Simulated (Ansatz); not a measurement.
## HfC (Fm-3m): the Drude term of Re ε in the infrared

Re ε of HfC (Fm-3m) at low photon energies is read from one computed spectrum; the carriers' damping was typed as γ = 0.05 eV.

It takes space group Fm-3m (No. 225, cubic). The conventional cell has a = 4.650 Å, b = 4.650 Å, c = 4.650 Å, α = 90.00°, β = 90.00°, γ = 90.00°. Hf on site b is surrounded by 6 C at 2.33 Å. C on site a has 6 Hf at 2.33 Å as nearest neighbours.

Method: Ansatz 0.2.0, PBE, independent particles, k-mesh 14×14×14 with interpolation inside its cells, Gaussian parameter 0.15 eV.

Launch of the response step: `ansatz run input.yaml --threads 4 --pin off --max-ram 8192MiB --backend cpu --events-out ev --progress --plain --runs-dir out`. The run took 14 s, on 4 threads of Intel(R) Xeon(R) Platinum 8488C (Sapphire Rapids), on a shared host.

| photon energy E (eV) | wavelength (µm) | Re ε |
| --- | --- | --- |
| 0.25 | 4.96 | -141.6 |
| 0.30 | 4.13 | -86.7 |
| 0.35 | 3.54 | -55.0 |
| 0.40 | 3.10 | ? |
| 0.50 | 2.48 | -15.6 |
| 0.60 | 2.07 | -6.6 |
| 0.70 | 1.77 | -3.3 |

A Drude term over a constant background gives Re ε = ε_b − ωp²/(E² + γ²), linear in 1/(E² + γ²).

Working, on the rows shown:

| x = 1/(E² + γ²) (eV⁻²) | y = Re ε |
| --- | --- |
| 15.3846 | -141.6 |
| 10.8108 | -86.7 |
| 8 | -55 |
| 3.9604 | -15.6 |
| 2.75862 | -6.6 |
| 2.03046 | -3.3 |

Means: x̄ = 7.1575, ȳ = -51.467. Σ(x − x̄)(y − ȳ) = -1432, Σ(x − x̄)² = 137.6. Slope = -1432 / 137.6 = -10.41; intercept = ȳ − slope · x̄ = 23.032. The line misses the rows shown by at most 5.2.

Q: Fill in the last column of the withheld row.

A: At x = 6.1538 the line gives y = -41.02. The run gave -35.9, so the interpolation is off by 5.1, 4 % of the range in the table.

Refitted with all rows, the slope is -10.44 and the intercept 23.987. These give ωp = √(−slope) = 3.23 eV, against 3.58 eV from the program's Fermi-surface sum, and an intercept of 24.0. Taking the program's Drude term off the rows leaves 55 at the lowest energy and 23 at the highest, so the background isn't constant: interband transitions lie in or near the window, and neither fitted number can be trusted. The cell comes from an older database entry, whose edges can be off by a per cent or so. The values come from a sum over the points of one k-mesh and carry its error, which is largest for Fermi-surface quantities. Spin-orbit coupling is left out.
